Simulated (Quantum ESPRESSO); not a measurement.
**E(M) of FePt**

Wanted: E(M) for FePt from a parallel start.

Method: PBE; plane waves with GBRV 1.5 PBE potentials, no spin-orbit coupling, in Quantum ESPRESSO 7.5.

## Step 1: Starting point

It takes space group P4/mmm (No. 123, tetragonal). Conventional cell: a = 2.724 Å, b = 2.724 Å, c = 3.713 Å, α = 90.00°, β = 90.00°, γ = 90.00°. Nearest to Fe lie 8 Pt at 2.68 Å and 4 Fe at 2.72 Å. Pt has 8 Fe at 2.68 Å and 4 Pt at 2.72 Å nearest. Farther neighbours are not listed.

The lattice constants were typed from memory of published values and not checked against a source.

## Step 2: No moment imposed

The input, pw.in:

```
&CONTROL
  calculation = 'scf'
  prefix = 'pwscf'
  outdir = './tmp'
  pseudo_dir = './pseudo'
  disk_io = 'nowf'
/
&SYSTEM
  ibrav = 0
  celldm(1) = 8
  nat = 2
  ntyp = 2
  ecutwfc = 40
  ecutrho = 280
  nbnd = 24
  occupations = 'smearing'
  smearing = 'fd'
  degauss = 0.00367493
  nspin = 2
  starting_magnetization(1) = 0.175
  starting_magnetization(2) = 0
/
&ELECTRONS
  conv_thr = 4d-09
  electron_maxstep = 150
  mixing_beta = 0.3
/
ATOMIC_SPECIES
Fe     55.8450 fe_pbe_v1.5.uspp.F.UPF
Pt    195.0840 pt_pbe_v1.4.uspp.F.UPF
CELL_PARAMETERS alat
   0.6433985968878    0.0000000000000    0.0000000000000
   0.0000000000000    0.6433985968878    0.0000000000000
   0.0000000000000    0.0000000000000    0.8770691375919
ATOMIC_POSITIONS crystal
Fe      0.0000000000    0.0000000000    0.0000000000
Pt      0.5000000000    0.5000000000    0.5000000000
K_POINTS automatic
12 12 12 0 0 0
```

Run with:

```sh
> OMP_NUM_THREADS=1 mpirun -n 4 pw.x -nk 4 -in pw.in > pw.out
```

Log:

```text
Program PWSCF v.7.5 starts

     Message from routine setup:
     using ibrav=0 with symmetry is DISCOURAGED, use correct ibrav instead

     K-points division:     npool     =       4
     Subspace diagonalization in iterative solution of the eigenvalue problem:

     G-vector sticks info
     --------------------
     sticks:   dense  smooth     PW     G-vecs:    dense   smooth      PW
     Sum         593     341    109                14709     6361    1205

     Using Slab Decomposition

     bravais-lattice index     =            0
     lattice parameter (alat)  =       8.0000  a.u.
     unit-cell volume          =     185.8934 (a.u.)^3
     number of atoms/cell      =            2
     number of atomic types    =            2
     number of electrons       =        32.00
     number of Kohn-Sham states=           24
     kinetic-energy cutoff     =      40.0000  Ry
     charge density cutoff     =     280.0000  Ry
     scf convergence threshold =      4.0E-09
     mixing beta               =       0.3000
     number of iterations used =            8  plain     mixing
     Exchange-correlation=  SLA  PW   PBX  PBC
                           (   1   4   3   4   0   0   0)

     celldm(1)=   8.000000  celldm(2)=   0.000000  celldm(3)=   0.000000
     celldm(4)=   0.000000  celldm(5)=   0.000000  celldm(6)=   0.000000

     crystal axes: (cart. coord. in units of alat)
               a(1) = (   0.643399   0.000000   0.000000 )
               a(2) = (   0.000000   0.643399   0.000000 )
               a(3) = (   0.000000   0.000000   0.877069 )

     reciprocal axes: (cart. coord. in units 2 pi/alat)
               b(1) = (  1.554246  0.000000  0.000000 )
               b(2) = (  0.000000  1.554246  0.000000 )
               b(3) = (  0.000000  0.000000  1.140161 )

     PseudoPot. # 1 for Fe read from file:
     fe_pbe_v1.5.uspp.F.UPF
     Pseudo is Ultrasoft + core correction, Zval = 16.0
     Generated by new atomic code, or converted to UPF format
     Using radial grid of  861 points,  6 beta functions with:
                l(1) =   0
                l(2) =   0
                l(3) =   1
                l(4) =   1
                l(5) =   2
                l(6) =   2
     Q(r) pseudized with  8 coefficients,  rinner =    1.000   1.000   1.000
                                                       1.000   1.000

     PseudoPot. # 2 for Pt read from file:
     pt_pbe_v1.4.uspp.F.UPF
     Pseudo is Ultrasoft + core correction, Zval = 16.0
     Generated by new atomic code, or converted to UPF format
     Using radial grid of  985 points,  6 beta functions with:
                l(1) =   0
                l(2) =   0
                l(3) =   1
                l(4) =   1
                l(5) =   2
                l(6) =   2
     Q(r) pseudized with  8 coefficients,  rinner =    1.300   1.300   1.300
                                                       1.300   1.300

     atomic species   valence    mass     pseudopotential
     Fe               16.00    55.84500     Fe( 1.00)
     Pt               16.00   195.08400     Pt( 1.00)

     Starting magnetic structure
     atomic species   magnetization
     Fe              0.175
     Pt              0.000

     16 Sym. Ops., with inversion, found

   Cartesian axes

     site n.     atom                  positions (alat units)
         1        Fe     tau(   1) = (   0.0000000   0.0000000   0.0000000  )
         2        Pt     tau(   2) = (   0.3216993   0.3216993   0.4385346  )

     number of k points=   196  Fermi-Dirac smearing, width (Ry)=  0.0037

     Number of k-points >= 100: set verbosity='high' to print them.

     Dense  grid:    14709 G-vectors     FFT dimensions: (  27,  27,  40)

     Smooth grid:     6361 G-vectors     FFT dimensions: (  24,  24,  30)

     Check: negative core charge=   -0.000027
     Generating pointlists ...
     new r_m :   0.2607 (alat units)  2.0853 (a.u.) for type    1
     new r_m :   0.2607 (alat units)  2.0853 (a.u.) for type    2

     Initial potential from superposition of free atoms

     starting charge      30.5000, renormalised to      32.0000

     negative rho (up, down):  9.890E-02 9.897E-02
     Starting wfcs are   25 randomized atomic wfcs

     Self-consistent Calculation

     iteration #  1     ecut=    40.00 Ry     beta= 0.30
     Davidson diagonalization with overlap
     ethr =  1.00E-02,  avg # of iterations =  4.2

     negative rho (up, down):  9.165E-02 9.168E-02

     total energy              =    -458.54647067 Ry
     estimated scf accuracy    <       8.19121870 Ry

     total magnetization       =     0.72 Bohr mag/cell
     absolute magnetization    =     0.93 Bohr mag/cell

     iteration #  2     ecut=    40.00 Ry     beta= 0.30
     Davidson diagonalization with overlap
     ethr =  1.00E-02,  avg # of iterations =  2.1

     negative rho (up, down):  9.238E-02 9.238E-02

     total energy              =    -460.01770990 Ry
     estimated scf accuracy    <      14.24568378 Ry

     total magnetization       =     0.77 Bohr mag/cell
     absolute magnetization    =     0.85 Bohr mag/cell

     iteration #  3     ecut=    40.00 Ry     beta= 0.30
     Davidson diagonalization with overlap
     ethr =  1.00E-02,  avg # of iterations =  2.0

     negative rho (up, down):  9.199E-02 9.115E-02

     total energy              =    -461.01547693 Ry
     estimated scf accuracy    <       0.31286061 Ry

     total magnetization       =     2.94 Bohr mag/cell
     absolute magnetization    =     2.97 Bohr mag/cell

     [... further iterations left out ...]

     iteration # 11     ecut=    40.00 Ry     beta= 0.30
     Davidson diagonalization with overlap
     ethr =  2.32E-08,  avg # of iterations =  2.0

     negative rho (up, down):  9.169E-02 8.762E-02

     total energy              =    -461.07785113 Ry
     estimated scf accuracy    <       0.00000219 Ry

     total magnetization       =     3.34 Bohr mag/cell
     absolute magnetization    =     3.52 Bohr mag/cell

     iteration # 12     ecut=    40.00 Ry     beta= 0.30
     Davidson diagonalization with overlap
     ethr =  6.84E-09,  avg # of iterations =  1.1

     negative rho (up, down):  9.169E-02 8.762E-02

     total energy              =    -461.07785145 Ry
     estimated scf accuracy    <       0.00000003 Ry

     total magnetization       =     3.34 Bohr mag/cell
     absolute magnetization    =     3.52 Bohr mag/cell

     iteration # 13     ecut=    40.00 Ry     beta= 0.30
     Davidson diagonalization with overlap
     ethr =  8.93E-11,  avg # of iterations =  3.8

     negative rho (up, down):  9.169E-02 8.762E-02

     total energy              =    -461.07785150 Ry
     estimated scf accuracy    <          8.0E-09 Ry

     total magnetization       =     3.34 Bohr mag/cell
     absolute magnetization    =     3.52 Bohr mag/cell

     iteration # 14     ecut=    40.00 Ry     beta= 0.30
     Davidson diagonalization with overlap
     ethr =  2.50E-11,  avg # of iterations =  1.3

     negative rho (up, down):  9.169E-02 8.762E-02

     Magnetic moment per site  (integrated on atomic sphere of radius R)
     atom   1 (R=0.261)  charge= 14.7147  magn=  3.0037
     atom   2 (R=0.261)  charge= 13.7960  magn=  0.4005

     End of self-consistent calculation

     Number of k-points >= 100: set verbosity='high' to print the bands.

     the Fermi energy is    20.0489 ev

!    total energy              =    -461.07785152 Ry
     estimated scf accuracy    <          2.1E-09 Ry
     smearing contrib. (-TS)   =      -0.00089347 Ry
     internal energy E=F+TS    =    -461.07695804 Ry

     The total energy is F=E-TS. E is the sum of the following terms:
     one-electron contribution =    -143.76975468 Ry
     hartree contribution      =      95.34955828 Ry
     xc contribution           =     -86.20091273 Ry
     ewald contribution        =    -326.45584891 Ry

     total magnetization       =     3.34 Bohr mag/cell
     absolute magnetization    =     3.52 Bohr mag/cell

     convergence has been achieved in  14 iterations

=------------------------------------------------------------------------------=
   JOB DONE.
=------------------------------------------------------------------------------=
```

Run time: 66 s. Hardware: 4 MPI ranks of Arm Neoverse N1, shared host; peak memory 0.36 GiB.

Spin moment in the atom's sphere by atom:

```
atom  spin moment in the atom's sphere (μB)
 Fe1                                   3.00
 Pt2                                   0.40
```

Numbers from this step:

```
smearing term TS       : 0.01216 eV
magnetization          : 3.34 μB
absolute magnetization : 3.523 μB
final state            : ferromagnetic
```

## Step 3: Moment fixed at 0 μB

The two spin channels are filled to separate Fermi energies, so that the total moment meets the target. Half of the up one less the down one is the slope dE/dM.

Edit pw.in of step 2 so:

```diff
@@ -14,3 +14,3 @@
   ecutrho = 280
-  nbnd = 24
+  nbnd = 25
   occupations = 'smearing'
@@ -19,4 +19,5 @@
   nspin = 2
-  starting_magnetization(1) = 0.175
+  starting_magnetization(1) = 0.0088
   starting_magnetization(2) = 0
+  tot_magnetization = 0
 /
```

Log:

```text
     [... lines left out ...]
Program PWSCF v.7.5 starts
     [... lines left out ...]
     number of atoms/cell      =            2
     [... lines left out ...]
     number of electrons       =        32.00 (up:  16.00, down:  16.00)
     number of Kohn-Sham states=           25
     kinetic-energy cutoff     =      40.0000  Ry
     charge density cutoff     =     280.0000  Ry
     scf convergence threshold =      4.0E-09
     [... lines left out ...]
     16 Sym. Ops., with inversion, found
     [... lines left out ...]
     number of k points=   196  Fermi-Dirac smearing, width (Ry)=  0.0037
     [... lines left out ...]
     iteration # 15     ecut=    40.00 Ry     beta= 0.30
     [... lines left out ...]
     Magnetic moment per site  (integrated on atomic sphere of radius R)
     atom   1 (R=0.261)  charge= 14.7858  magn=  0.0002
     atom   2 (R=0.261)  charge= 13.7270  magn= -0.0002
     [... lines left out ...]
     the spin up/dw Fermi energies are    19.8804   19.8806 ev
!    total energy              =    -461.01974929 Ry
     estimated scf accuracy    <          3.6E-09 Ry
     smearing contrib. (-TS)   =      -0.00251692 Ry
     [... lines left out ...]
     total magnetization       =    -0.00 Bohr mag/cell
     absolute magnetization    =     0.00 Bohr mag/cell
     convergence has been achieved in  15 iterations
```

Elapsed: 67 s, on 4 MPI ranks; peak memory 0.37 GiB; 4.5 min of CPU time.

Numbers from this step:

| Quantity | Value |
| --- | --- |
| magnetization | 0 μB |
| absolute magnetization | 0 μB |
| half the difference of the two Fermi energies | -0.1 meV |
| largest moment | 0 μB |

## Step 4: Moment fixed at 0.501 μB

Edit pw.in of step 3 so:

```diff
@@ -14,3 +14,3 @@
   ecutrho = 280
-  nbnd = 25
+  nbnd = 26
   occupations = 'smearing'
@@ -19,5 +19,5 @@
   nspin = 2
-  starting_magnetization(1) = 0.0088
+  starting_magnetization(1) = 0.0313
   starting_magnetization(2) = 0
-  tot_magnetization = 0
+  tot_magnetization = 0.501
 /
```

Log:

```text
     [... lines left out ...]
Program PWSCF v.7.5 starts
     [... lines left out ...]
     number of atoms/cell      =            2
     [... lines left out ...]
     number of electrons       =        32.00 (up:  16.25, down:  15.75)
     number of Kohn-Sham states=           26
     kinetic-energy cutoff     =      40.0000  Ry
     charge density cutoff     =     280.0000  Ry
     scf convergence threshold =      4.0E-09
     [... lines left out ...]
     16 Sym. Ops., with inversion, found
     [... lines left out ...]
     number of k points=   196  Fermi-Dirac smearing, width (Ry)=  0.0037
     [... lines left out ...]
     iteration # 17     ecut=    40.00 Ry     beta= 0.30
     [... lines left out ...]
     Magnetic moment per site  (integrated on atomic sphere of radius R)
     atom   1 (R=0.261)  charge= 14.7835  magn=  0.5429
     atom   2 (R=0.261)  charge= 13.7299  magn= -0.0156
     [... lines left out ...]
     the spin up/dw Fermi energies are    19.7861   19.9875 ev
!    total energy              =    -461.02158626 Ry
     estimated scf accuracy    <          2.6E-09 Ry
     smearing contrib. (-TS)   =      -0.00275168 Ry
     [... lines left out ...]
     total magnetization       =     0.50 Bohr mag/cell
     absolute magnetization    =     0.60 Bohr mag/cell
     convergence has been achieved in  17 iterations
```

It took 81 s on 4 MPI ranks; peak memory 0.38 GiB.

Spin moment in the atom's sphere by atom:

```
atom  spin moment in the atom's sphere (μB)
 Fe1                                  0.543
 Pt2                                 -0.016
```

Numbers from this step:

| Property | Result |
| --- | --- |
| magnetization | 0.501 μB |
| absolute magnetization | 0.602 μB |
| half the difference of the two Fermi energies | -100.7 meV |

## Step 5: Moment fixed at 1.002 μB

Edit pw.in of step 4 so:

```diff
@@ -19,5 +19,5 @@
   nspin = 2
-  starting_magnetization(1) = 0.0313
+  starting_magnetization(1) = 0.0626
   starting_magnetization(2) = 0
-  tot_magnetization = 0.501
+  tot_magnetization = 1.002
 /
```

Log:

```text
     [... lines left out ...]
Program PWSCF v.7.5 starts
     [... lines left out ...]
     number of atoms/cell      =            2
     [... lines left out ...]
     number of electrons       =        32.00 (up:  16.50, down:  15.50)
     number of Kohn-Sham states=           26
     kinetic-energy cutoff     =      40.0000  Ry
     charge density cutoff     =     280.0000  Ry
     scf convergence threshold =      4.0E-09
     [... lines left out ...]
     16 Sym. Ops., with inversion, found
     [... lines left out ...]
     number of k points=   196  Fermi-Dirac smearing, width (Ry)=  0.0037
     [... lines left out ...]
     iteration # 16     ecut=    40.00 Ry     beta= 0.30
     [... lines left out ...]
     Magnetic moment per site  (integrated on atomic sphere of radius R)
     atom   1 (R=0.261)  charge= 14.7780  magn=  1.0700
     atom   2 (R=0.261)  charge= 13.7365  magn= -0.0173
     [... lines left out ...]
     the spin up/dw Fermi energies are    19.7066   20.1072 ev
!    total energy              =    -461.02712136 Ry
     estimated scf accuracy    <          3.4E-09 Ry
     smearing contrib. (-TS)   =      -0.00294749 Ry
     [... lines left out ...]
     total magnetization       =     1.00 Bohr mag/cell
     absolute magnetization    =     1.17 Bohr mag/cell
     convergence has been achieved in  16 iterations
```

Wall time 74 s (4 MPI ranks); peak memory 0.37 GiB; 4.9 min of CPU time.

Read from the output:

```yaml
magnetization: 1.002 μB
absolute_magnetization: 1.174 μB
half_the_difference_of_the_two_fermi_energies: -200.3 meV
largest_moment: 1.07 μB
```

## Step 6: The curve

The runs not shown differ in the target, the start and the number of states alone. The point at 3.34 μB is the free run, entered with slope zero.

Table of energy over the lowest by total spin moment:

```
total spin moment (μB a cell)  energy over the lowest (meV a cell)
                         0.00                                  791
                         0.50                                  766
                         1.00                                  690
                         1.50                                  563
                         2.00                                  390
                         2.50                                  200
                         3.01                                 40.3
                         3.34                                    0
                         3.51                                 11.5
                         4.01                                  219
                         4.51                                  736
```

The dE/dM by total spin moment:

```
total spin moment (μB a cell)  dE/dM (meV/μB)
                         0.00          -0.110
                         0.50            -101
                         1.00            -200
                         1.50            -306
                         2.00            -374
                         2.50            -370
                         3.01            -221
                         3.34               0
                         3.51             135
                         4.01             735
                         4.51            1254
```

Table of largest site moment by total spin moment:

```
total spin moment (μB a cell)  largest site moment (μB)
                         0.00                    2.0e-4
                         0.50                     0.543
                         1.00                      1.07
                         1.50                      1.60
                         2.00                      2.08
                         2.50                      2.47
                         3.01                      2.81
                         3.34                      3.00
                         3.51                      3.10
                         4.01                      3.34
                         4.51                      3.54
```

## Step 7: Outcome

```yaml
moment_of_the_free_run: 3.34 μB a cell
energy_at_zero_total_moment: 791 meV a cell over the lowest
delta_e_delta_m2_from_the_lowest_point_to_3p51_and_to_3p01_mu_b: 413 and 361 meV/μB²
```

**Reading.** At zero total moment the site moments vanish, so the 791 meV a cell is the energy of forming them. The points show one minimum alone. The cell holds one seeded atom, so opposed orders, which may lie lower, cannot form in it.

[Logs and program files are shortened in this print: banners, set-up blocks, solver, clock and traceback lines can be left out without a mark of their own.]

[Logs are printed without paths, hosts, clocks, repeated set-up lines and the standing remarks that a program may print on its own settings, such as how far it seeks lower states.]

[Hosts, paths, dates, database ids (printed as entryN), source tags and the programs' standing remarks are cut or masked in the printed files.]

[Where a cell is said to come from a database of computed structures, the database is the Materials Project.]
